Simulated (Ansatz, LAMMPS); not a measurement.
# Which site? Cd in place of Zn in amorphous Zn22Hg13S35 (70 atoms)

At which site of amorphous Zn22Hg13S35 (70 atoms) does Cd in place of Zn cost least, and what about the site decides it?

Main program and level: Ansatz 0.2.0; Kohn-Sham DFT, PBE, PAW (set soft_2, large core), plane waves.

## 1. The starting structure

The cell holds 70 atoms: 22 Zn, 13 Hg and 35 S. Its edges and angles: a = 11.581 Å, b = 11.581 Å, c = 11.581 Å, α = 90.0°, β = 90.0°, γ = 90.0°. 70 atoms (22 Zn, 13 Hg, 35 S) placed at random at 5.53 g/cm³, melted at 2500 K for 10 ps at fixed volume with the Stillinger-Weber II-VI potential (Zhou et al., Phys. Rev. B 88, 085309 (2013)). Quenched from 2500 K to 500 K at 100 K/ps and fixed volume, held 5 ps.

What the set-up can't give: The quench rate of 100 K/ps is many orders above laboratory rates, so the cell is likely richer in defects and strain than a real sample. The network of bonds at the start is that of the classical potential that made the cell, and needn't be the one that DFT or experiment would give. The Brillouin zone is sampled at Γ only, in a cell whose shortest periodic width is 12 Å. No spin–orbit coupling is included, so levels derived from the heavy atoms are approximate.

## 2. Single point at the start

A single point comes first, to see the forces before anything moves.

Contents of input.yaml:

```yaml
crystal:
  lattice:
    - [11.5811, 0.0, 0.0]
    - [0.0, 11.5811, 0.0]
    - [0.0, 0.0, 11.5811]
  atoms:
    - { symbol: Zn, position: [0.62825, 0.51948, 0.93703] }
    - { symbol: Zn, position: [0.28334, 0.8243, 0.47057] }
    - { symbol: Zn, position: [0.15311, 0.1538, 0.55861] }
    - { symbol: Zn, position: [0.49994, 0.72821, 0.75256] }
    - { symbol: Zn, position: [0.06067, 0.98942, 0.27382] }
    - { symbol: Zn, position: [0.96133, 0.003, 0.99701] }
    - { symbol: Zn, position: [0.50498, 0.42305, 0.23254] }
    - { symbol: Zn, position: [0.99081, 0.49992, 0.97823] }
    - { symbol: Zn, position: [0.35589, 0.12887, 0.29599] }
    - { symbol: Zn, position: [0.7431, 0.18518, 0.79635] }
    - { symbol: Zn, position: [0.05538, 0.65464, 0.21612] }
    - { symbol: Zn, position: [0.02229, 0.55359, 0.4551] }
    - { symbol: Zn, position: [0.55876, 0.99079, 0.53882] }
    - { symbol: Zn, position: [0.47083, 0.21921, 0.9681] }
    - { symbol: Zn, position: [0.10356, 0.43528, 0.71733] }
    - { symbol: Zn, position: [0.6022, 0.64683, 0.52296] }
    - { symbol: Zn, position: [0.88955, 0.75028, 0.77594] }
    - { symbol: Zn, position: [0.07141, 0.34396, 0.314] }
    - { symbol: Zn, position: [0.86682, 0.15741, 0.48364] }
    - { symbol: Zn, position: [0.84764, 0.82093, 0.4525] }
    - { symbol: Zn, position: [0.56672, 0.31572, 0.57438] }
    - { symbol: Zn, position: [0.76624, 0.49051, 0.28866] }
    - { symbol: Hg, position: [0.05396, 0.85449, 0.56431] }
    - { symbol: Hg, position: [0.31048, 0.56216, 0.93573] }
    - { symbol: Hg, position: [0.31136, 0.47172, 0.47985] }
    - { symbol: Hg, position: [0.21525, 0.91589, 0.78845] }
    - { symbol: Hg, position: [0.67038, 0.0444, 0.23352] }
    - { symbol: Hg, position: [0.16715, 0.24377, 0.07821] }
    - { symbol: Hg, position: [0.79186, 0.719, 0.08629] }
    - { symbol: Hg, position: [0.33894, 0.87432, 0.09456] }
    - { symbol: Hg, position: [0.85421, 0.26428, 0.10289] }
    - { symbol: Hg, position: [0.82079, 0.50014, 0.65421] }
    - { symbol: Hg, position: [0.54244, 0.78087, 0.21934] }
    - { symbol: Hg, position: [0.58056, 0.92954, 0.95437] }
    - { symbol: Hg, position: [0.34612, 0.61246, 0.20503] }
    - { symbol: S, position: [0.65813, 0.31786, 0.95921] }
    - { symbol: S, position: [0.77997, 0.93634, 0.06846] }
    - { symbol: S, position: [0.03767, 0.63691, 0.66659] }
    - { symbol: S, position: [0.80564, 0.61025, 0.45295] }
    - { symbol: S, position: [0.22213, 0.01492, 0.40479] }
    - { symbol: S, position: [0.51607, 0.46922, 0.43575] }
    - { symbol: S, position: [0.57436, 0.51755, 0.72835] }
    - { symbol: S, position: [0.36615, 0.37234, 0.05776] }
    - { symbol: S, position: [0.30955, 0.47556, 0.72714] }
    - { symbol: S, position: [0.82403, 0.58221, 0.89184] }
    - { symbol: S, position: [0.51338, 0.15942, 0.4291] }
    - { symbol: S, position: [0.66953, 0.28482, 0.23598] }
    - { symbol: S, position: [0.29854, 0.7375, 0.6601] }
    - { symbol: S, position: [0.94407, 0.48114, 0.19598] }
    - { symbol: S, position: [0.04425, 0.3377, 0.53455] }
    - { symbol: S, position: [0.60837, 0.02795, 0.75446] }
    - { symbol: S, position: [0.46549, 0.06787, 0.1248] }
    - { symbol: S, position: [0.94422, 0.81812, 0.26752] }
    - { symbol: S, position: [0.45424, 0.25127, 0.75248] }
    - { symbol: S, position: [0.07416, 0.32832, 0.89083] }
    - { symbol: S, position: [0.12543, 0.66057, 0.0168] }
    - { symbol: S, position: [0.27952, 0.3208, 0.31305] }
    - { symbol: S, position: [0.95322, 0.16966, 0.28978] }
    - { symbol: S, position: [0.7432, 0.99638, 0.43901] }
    - { symbol: S, position: [0.49185, 0.81122, 0.44014] }
    - { symbol: S, position: [0.23055, 0.15028, 0.73558] }
    - { symbol: S, position: [0.20519, 0.64833, 0.3865] }
    - { symbol: S, position: [0.15423, 0.02323, 0.09603] }
    - { symbol: S, position: [0.9282, 0.13539, 0.85034] }
    - { symbol: S, position: [0.7737, 0.29176, 0.63063] }
    - { symbol: S, position: [0.98229, 0.05202, 0.62235] }
    - { symbol: S, position: [0.03023, 0.84264, 0.87888] }
    - { symbol: S, position: [0.47752, 0.72386, 0.95049] }
    - { symbol: S, position: [0.70448, 0.80184, 0.66792] }
    - { symbol: S, position: [0.62501, 0.58661, 0.14999] }
kpoints:
  mp_grid: { grid: [1, 1, 1] }
hamiltonian:
  xc: pbe
  pseudopotentials: { kind: paw, core: large }
scf:
  occupations: { method: fermi_dirac, width: 0.05 }
output:
  forces: true
```

On the command line:

```bash
$ ansatz run input.yaml --threads 4 --pin off --max-ram 8192MiB --backend cpu --events-out ev --progress --plain --runs-dir out
```

Numbers of over 12 decimals in the logs are rounded to 6 here.

What it wrote:

```text
Engine: ansatz 0.2.0, aarch64-unknown-linux-gnu
Pseudopotentials: kind: paw
Pseudopotential: Zn, paw, valence charge 12, recommended cutoff 420 eV (normal), Zn.paw.azcp
Pseudopotential: Hg, paw, valence charge 12, recommended cutoff 420 eV (normal), Hg.paw.azcp#standard-large-core
Pseudopotential: S, paw, valence charge 6, recommended cutoff 420 eV (normal), S.paw.azcp
[... 5 lines on functional and potentials left out ...]
Crystal: 70 atoms, lattice volume = 1553.279 Å³
Basis set: ecut = 420 eV, 30551 PW (Γ), exchange–correlation on 160×160×160 points (8 copies of the dense FFT grid, shifted against one another)
Bands: 385, of which v1, the nominal top of the filled ones, is band 315 counted from 1 (314 counted from 0)
Symmetry: 1 space group operations
Space group: P1 (ITA 1), of the structure as read, at distance tolerance 1.2e-4 Å
k-points: 1
[... 7 lines on functional and potentials left out ...]
Initial density: superposition of atomic densities (chi_scale 0.1, normalization cell, long waves kept (reshape's long-wave potential 0.47 eV rms))
Initial wavefunctions: pseudopotential atomic-orbital guess
Functional: x = pbe(κ = 0.804, μ = 0.219515), c = pbe(β = 0.066725)
SCF iter   1: F=—  HF=-247726.557456 eV  |F-HF|=—  |Δ(HF+E_count)|=         —  Δρ=4.06e-2  dr2=5.09e1  ethr=3.10e-3  ⟨swp⟩=7.0  Hψ=1494  notcnv=0  defer=17
preconditioner: auto → LDOS  [metal: Δε(μ)=0.058 eV  Ē_g=9.689 eV  σ=0.050 eV  W_gap=0.28  n_scr=340 (ndim 8)  ℏωp=23.6 eV  f_vac=0.021  D(μ)=19.79/eV (n_scr^D=80)  β→1.0]
SCF iter   2: F=—  HF=-247732.401194 eV  |F-HF|=—  |Δ(HF+E_count)|=    5.84e0  Δρ=4.99e-2  dr2=8.97e1  ethr=3.10e-3  ⟨swp⟩=3.0  Hψ=794  notcnv=0  defer=51
SCF iter   3: F=—  HF=-247716.895868 eV  |F-HF|=—  |Δ(HF+E_count)|=    1.55e1  Δρ=7.33e-3  dr2=1.94e0  ethr=3.10e-3  ⟨swp⟩=3.0  Hψ=753  notcnv=0  defer=51
SCF iter   4: F=—  HF=-247716.691198 eV  |F-HF|=—  |Δ(HF+E_count)|=   2.05e-1  Δρ=3.96e-3  dr2=3.55e-1  ethr=3.08e-4  ⟨swp⟩=2.0  Hψ=740  notcnv=0  defer=51
SCF iter   5: F=—  HF=-247716.628173 eV  |F-HF|=—  |Δ(HF+E_count)|=   6.30e-2  Δρ=1.84e-3  dr2=7.60e-2  ethr=5.63e-5  ⟨swp⟩=2.0  Hψ=633  notcnv=0  defer=51
SCF iter   6: F=—  HF=-247716.611902 eV  |F-HF|=—  |Δ(HF+E_count)|=   1.63e-2  Δρ=8.22e-4  dr2=2.49e-2  ethr=1.21e-5  ⟨swp⟩=2.0  Hψ=610  notcnv=0  defer=51
SCF iter   7: F=—  HF=-247716.608760 eV  |F-HF|=—  |Δ(HF+E_count)|=   3.14e-3  Δρ=3.89e-4  dr2=4.89e-3  ethr=3.95e-6  ⟨swp⟩=2.0  Hψ=613  notcnv=0  defer=51
SCF iter   8: F=—  HF=-247716.607965 eV  |F-HF|=—  |Δ(HF+E_count)|=   7.95e-4  Δρ=1.77e-4  dr2=8.63e-4  ethr=7.76e-7  ⟨swp⟩=2.0  Hψ=609  notcnv=0  defer=51
SCF iter   9: F=—  HF=-247716.607867 eV  |F-HF|=—  |Δ(HF+E_count)|=   9.80e-5  Δρ=7.01e-5  dr2=1.28e-4  ethr=1.37e-7  ⟨swp⟩=2.0  Hψ=613  notcnv=0  defer=51
SCF iter  10: F=—  HF=-247716.607851 eV  |F-HF|=—  |Δ(HF+E_count)|=   1.56e-5  Δρ=3.44e-5  dr2=3.29e-5  ethr=2.03e-8  ⟨swp⟩=2.0  Hψ=612  notcnv=0  defer=51
SCF iter  11: F=—  HF=-247716.607819 eV  |F-HF|=—  |Δ(HF+E_count)|=   3.28e-5  Δρ=2.14e-5  dr2=1.50e-5  ethr=5.22e-9  ⟨swp⟩=2.0  Hψ=612  notcnv=0  defer=51
SCF iter  12: F=—  HF=-247716.607817 eV  |F-HF|=—  |Δ(HF+E_count)|=   1.35e-6  Δρ=1.34e-5  dr2=5.66e-6  ethr=2.38e-9  ⟨swp⟩=3.0  Hψ=658  notcnv=0  defer=51
SCF iter  13: F=—  HF=-247716.607816 eV  |F-HF|=—  |Δ(HF+E_count)|=   8.31e-7  Δρ=6.93e-6  dr2=1.42e-6  ethr=8.98e-10  ⟨swp⟩=2.0  Hψ=592  notcnv=0  defer=51
SCF iter  14: F=—  HF=-247716.607816 eV  |F-HF|=—  |Δ(HF+E_count)|=   2.06e-7  Δρ=3.21e-6  dr2=2.55e-7  ethr=2.26e-10  ⟨swp⟩=2.0  Hψ=610  notcnv=0  defer=51
SCF iter  15: F=-247716.607816 eV  HF=-247716.607816 eV  |F-HF|=3.72e-8  |Δ(HF+E_count)|=   2.04e-8  Δρ=1.44e-6  dr2=4.35e-8  ethr=1.59e-11  ⟨swp⟩=4.0  Hψ=1055  notcnv=0
SCF 1 converged in 15 iterations: F = -247716.607816 eV  dr2 = 4.35e-8
  greatest PAW one-centre occupation: 0.986 electrons in one spin orbital (limit 2), on the Zn atom at site 15 (counted from 0), in its partial waves of l = 2
SCF converged after 15 iterations
Free energy (F): -247716.607816 eV
Harris-Foulkes:  -247716.607816 eV  (|F-HF|=3.72e-8)
Internal energy: -247716.434549 eV  (E = F + TS)
E sigma→0 (E₀):  -247716.521183 eV
Entropy (-TS):   -0.173267 eV (-2.475 meV/atom)
Fermi energy:    6.537258 eV
--- Per-component energies (eV) ---
  E_band       = 272.928861
  E_kinetic    = 11119.198959
  E_local      = -59052.935882  (includes V_loc(G=0)·N_el)
  E_nonlocal   = 17524.387054
  E_hartree    = 23896.722622
  E_xc         = -10187.130407
  E_vxc        = -6003.556838  (∫ρ·V_xc dr)
  E_paw        = -189226.853598  (= ΣΔE_a)
  E_vpaw       = -11107.607486  (= ΣTr[D̂ρ^β])
  E_aug_tail   = -0.011837  (compensation charges beyond the density's cutoff)
  E_ewald      = -41789.811460
  E_smearing   = -0.173267  (= −TS)
  E_closure    = 0.000000  (closes the sum)
  Σ components = -247716.607816   (vs F -247716.607816, Δ=0.00e0)
--- Forces (eV/Å), atoms counted from 1 ---
  atom   1  Zn     0.08357259    -0.22013860    -0.50724663
  atom   2  Zn     0.44929323     0.00358751     0.32854121
  atom   3  Zn    -0.15311815    -0.32938633    -0.37374900
  atom   4  Zn     0.05300428    -0.60155789    -0.59121677
  atom   5  Zn     0.05872086     0.21557298     0.04800931
  atom   6  Zn     0.39252064    -0.25507500    -0.55434717
  atom   7  Zn    -0.14021589    -0.71253213    -0.36637528
  atom   8  Zn     0.39145602     0.00893328    -0.18068226
  atom   9  Zn     0.28307065     0.35217814     0.58896252
  atom  10  Zn    -0.37684068     0.09299837     0.43386475
  atom  11  Zn     0.40756041     0.41641854    -0.23865105
  atom  12  Zn     0.35699342     0.24986000     1.14118568
  atom  13  Zn     0.30751895     0.24063843    -0.28979238
  atom  14  Zn     0.38662823     0.87000578     0.18487731
[...]
atom  69  S      0.05341605    -0.46102588     0.40865502
  atom  70  S      0.59109325    -0.92959280     0.36946569
  max |Σ_I F_I| component: 3.19e-5 eV/Å
```

Wall time 19 s (4 threads of Arm Neoverse V2, shared host); peak memory 2 GiB; 72 s of CPU time.

In the SCF lines HF is the Harris–Foulkes energy and dr2 the Hartree energy of the density residual, in eV; the loop may stop once dr2 is under the threshold and the program's other checks hold. Hψ counts applications of the Hamiltonian.

The program notes that potentials were chosen by core size.

The r.m.s. force at the start is 0.49 eV/Å.

(Continued in part 2 of 4.)

[Logs are printed without paths, hosts, clocks, repeated set-up lines and the standing remarks that a program may print on its own settings, such as how far it seeks lower states.]

[Hosts, paths, dates, database ids (printed as entryN), source tags and the programs' standing remarks are cut or masked in the printed files.]
